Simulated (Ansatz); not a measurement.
# Al2O3 (Corundum, R-3c): zone-centre modes under pressure, part 2 of 2

Aim: how do the optical modes of Al2O3 (Corundum, R-3c) move with volume?

Ansatz 0.2.0; DFT LDA, scalar-relativistic, plane waves, PAW; PAW set soft_1.

So far, mean high-frequency dielectric constant: step 4 (modes at rest) 3.23; step 6 (volume ratio 1.06) 3.30.

**8. Zone-centre modes of the member: 0.9 times the volume at rest**

The zone-centre modes follow for 0.9 times the volume at rest, with the response to a field.

input.yaml reads:

```yaml
crystal:
  lattice:
    - [2.2856974108, 1.3196480154, 4.1377105559]
    - [-2.2856974108, 1.3196480154, 4.1377105559]
    - [0.0, -2.6392960308, 4.137710556]
  atoms:
    - { symbol: O, position: [0.5569951896, 0.9430048104, 0.25] }
    - { symbol: O, position: [0.25, 0.5569951896, 0.9430048104] }
    - { symbol: O, position: [0.9430048104, 0.25, 0.5569951896] }
    - { symbol: O, position: [0.4430048104, 0.0569951896, 0.75] }
    - { symbol: O, position: [0.75, 0.4430048104, 0.0569951896] }
    - { symbol: O, position: [0.0569951896, 0.75, 0.4430048104] }
    - { symbol: Al, position: [0.3517506117, 0.3517506117, 0.3517506117] }
    - { symbol: Al, position: [0.1482493883, 0.1482493883, 0.1482493883] }
    - { symbol: Al, position: [0.6482493883, 0.6482493883, 0.6482493883] }
    - { symbol: Al, position: [0.8517506117, 0.8517506117, 0.8517506117] }
kpoints:
  mp_grid: { grid: [6, 6, 6] }
hamiltonian:
  xc: lda
  pseudopotentials: { kind: paw, azcp: { folder: soft_1 }, xc_functional: pbe }
scf:
  occupations: { method: fixed }
output:
  eigenvalues: true
phonons:
  method: dfpt
  dielectric: true
  rigid_motions: translations
```

The run is started by

```console
> ansatz run input.yaml --threads 8 --pin off --max-ram 20480MiB --backend cpu --events-out ev --progress --plain --runs-dir out
```

It took 71 s on 8 threads of Arm Neoverse N1, shared host; peak memory 1.4 GiB.

This step gave:

- sum-rule residual before enforcement: 1.76e-4 eV/Å²
- miss of the charge sum rule: 5.84e-7 e
- highest optical mode at the zone centre (no LO-TO term): 888.8 cm⁻¹
- lowest optical zone-centre mode: 356.9 cm⁻¹
- mean high-frequency dielectric constant: 3.139
- largest Born charge (third of the trace): 2.895 e
- mean static dielectric constant: 8.138
- top of the zone-centre spectrum with the field: 1009 cm⁻¹

Without the LO-TO term. Patterns of degenerate modes are one choice out of their space. The modes at Γ (shares of kinetic energy by element, %):

```csv
mode,frequency (cm⁻¹),symmetry,O %,Al %
1,0.0,acoustic,47,53
2,0.0,acoustic,47,53
3,0.0,acoustic,47,53
4,356.9,A2g,12,88
5,405.6,Eg,100,0
6,405.6,Eg,100,0
7,434.9,A2u,72,28
8,454.7,Eu,19,81
9,454.7,Eu,19,81
10,462.7,A1g,13,87
11,480.8,Eg,13,87
12,480.8,Eg,13,87
13,492.0,Eu,77,23
14,492.0,Eu,77,23
15,522.5,Eg,70,30
16,522.5,Eg,70,30
17,595.3,A2g,90,10
18,659.4,Eg,30,70
19,659.4,Eg,30,70
20,674.4,A1u,8,92
21,696.5,Eu,76,24
22,696.5,Eu,76,24
23,721.3,A2u,81,19
24,748.3,Eu,80,20
25,748.3,Eu,80,20
26,756.5,A1g,87,13
27,776.0,A1u,92,8
28,863.0,A2g,98,2
29,888.8,Eg,88,12
30,888.8,Eg,88,12
```

Transverse modes. Lines of the infrared spectrum (strongest = 100):

```csv
position (cm⁻¹),label,relative intensity
357,A2g,0.0
406,Eg,0.0
435,A2u,45
455,Eu,3.5
463,A1g,0.0
481,Eg,0.0
492,Eu,47
522,Eg,0.0
595,A2g,0.0
659,Eg,0.0
674,A1u,0.0
696,Eu,100
721,A2u,51
748,Eu,46
756,A1g,0.0
776,A1u,0.0
863,A2g,0.0
889,Eg,0.0
```

Without the LO-TO term the lowest optical mode is real, 357 cm⁻¹, and the highest lies at 888.8 cm⁻¹.

For the mean high-frequency dielectric constant, step 4 gave 3.23; this run, with volume ratio 0.9, gives 3.14 (-3 %).

**9. All members side by side**

The members are set side by side, also those not shown above.

Each row is one cell with its response, relaxed at fixed volume as far as symmetry leaves anything free; energies are extrapolated to zero smearing, and E0 is that at rest; the axis is the Cartesian z axis of the cell; shape and atoms are relaxed in each cell where symmetry leaves them free. State of the crystal along the series:

```csv
volume ratio,V (Å³/atom),pressure (GPa),E - E0 (meV/atom),first cell vector (Å),third cell vector (Å),gap on mesh (eV),ε∞ along the axis,"ε∞ across the axis, mean",ε0 along the axis,"ε0 across the axis, mean","largest Born charge in size, a third of the trace (e)","top mode with the field, highest of q along x, y and z (cm⁻¹)"
0.9,7.488,33.39,79.46,4.908,4.908,7.769,3.108,3.154,9.166,7.624,2.895,1009
0.92,7.655,25.3,49.06,4.946,4.946,7.487,3.126,3.171,9.503,7.912,2.907,985.4
0.94,7.821,17.99,26.61,4.982,4.982,7.213,3.144,3.188,9.873,8.223,2.918,962.6
0.96,7.988,11.39,11.42,5.019,5.019,6.947,3.164,3.206,10.28,8.557,2.93,940.6
0.98,8.154,5.406,2.749,5.055,5.055,6.689,3.184,3.226,10.73,8.92,2.941,919.6
0.99,8.237,2.632,0.6798,5.073,5.073,6.563,3.195,3.236,10.97,9.112,2.947,909.3
1,8.32,-0.005686,0,5.091,5.091,6.439,3.206,3.246,11.23,9.313,2.953,899.3
1.02,8.487,-4.902,2.569,5.126,5.126,6.197,3.229,3.268,11.8,9.742,2.964,879.8
1.04,8.653,-9.336,10.02,5.16,5.16,5.964,3.253,3.29,12.43,10.21,2.975,861.1
1.06,8.82,-13.35,21.83,5.194,5.194,5.736,3.278,3.314,13.15,10.73,2.986,842.9
```

Without the LO-TO term; each mode is tracked from rest by its pattern, and modes that stay within 0.3 cm⁻¹ of each other stand once; the 10 lowest of 18 levels; shape and atoms are relaxed in each cell where symmetry leaves them free. Optical modes along the series:

```csv
V (Å³/atom),mode 4 A2g (cm⁻¹),mode 5 Eg (cm⁻¹),mode 7 Eu (cm⁻¹),mode 9 A2u (cm⁻¹),mode 10 A1g (cm⁻¹),mode 11 Eg (cm⁻¹),mode 13 Eu (cm⁻¹),mode 15 Eg (cm⁻¹),mode 17 A2g (cm⁻¹),mode 18 to Eu (cm⁻¹)
7.488,356.9,405.6,454.7,434.9,462.7,480.8,492,522.5,595.3,696.5
7.655,348.9,399.1,441.3,427.3,454.5,473,481.1,504.7,579.2,671
7.821,340.2,392.5,427.9,419.6,446.1,465,470.5,487.7,564.3,646.2
7.988,330.9,386.1,414.6,411.9,437.3,456.5,459.9,471.6,550.5,622.3
8.154,320.9,379.7,401.6,404,428.1,446.9,449.2,457,537.9,598.9
8.237,315.7,376.4,395.2,400,423.4,441.1,443.8,450.8,531.9,587.5
8.32,310.3,373.2,388.8,395.9,418.6,434.6,438.3,445.3,526.2,576.2
8.487,299.2,366.8,376.2,387.5,408.5,420.5,427,435.8,515.4,553.9
8.653,287.5,360.2,363.8,378.6,397.9,405.9,415.4,426.9,505.4,532
8.82,275.4,353.6,351.6,369.2,386.8,391.4,403.4,418.1,496.2,510.5
```

From cubic fits (parabolas where under five rows exist) of ln ω and P against ln V through the rows within about 4 % of rest: γ = −d ln ω / d ln V and dω/dP = γ ω / B. Slopes at rest:

```csv
mode,fitted frequency at rest (cm⁻¹),Grüneisen parameter γ,dω/dP (cm⁻¹/GPa)
mode 4 A2g,310.3,1.75,2.11
mode 5 Eg,373.2,0.86,1.25
mode 7 Eu,388.8,1.63,2.47
mode 9 A2u,395.9,1.04,1.6
mode 10 A1g,418.6,1.17,1.91
mode 11 Eg,434.6,1.54,2.6
mode 13 Eu,438.3,1.27,2.16
mode 15 Eg,445.4,1.17,2.02
mode 17 A2g,526.2,1.07,2.18
mode 18 to Eu,576.2,1.96,4.38
mode 20 to Eg,576.5,1.28,2.87
mode 22 A2u,587.3,2.06,4.7
mode 23 A1u,602.8,1.09,2.55
```

**10. What came out**

* members: 10
* highest optical mode at the zone centre (no LO-TO term), at rest: 750.7 cm⁻¹
* bulk modulus at rest: 257 GPa
* mode 18 to Eu, γ: 1.96
* mode 20 to Eg, γ: 1.28
* mode 22 A2u, γ: 2.06
* mode 23 A1u, γ: 1.09

The series spans -13.3 to 33.4 GPa, and the slope at rest gives a bulk modulus of 257 GPa. Among the modes in the table of slopes γ runs from 0.86 (mode 5 Eg) to 2.06 (mode 22 A2u). ε∞ along z is 3.21 at rest, with d ln ε∞ / d ln V = 0.35. One k mesh and one cutoff serve the ground states and modes of all volumes; the field response picks its own mesh. These are harmonic frequencies at zero temperature: anharmonic shifts, linewidths and thermal expansion are left out. The PAW files were made for PBE; the program adapts parts of them to the functional of the run, but their partial waves stay those of PBE, an approximation that was not tested in this session. Only the zone centre was solved, so an instability at another wavevector cannot show here.

[Logs are printed without paths, hosts, clocks, repeated set-up lines and the standing remarks that a program may print on its own settings, such as how far it seeks lower states.]

[Hosts, paths, dates, database ids (printed as entryN), source tags and the programs' standing remarks are cut or masked in the printed files.]
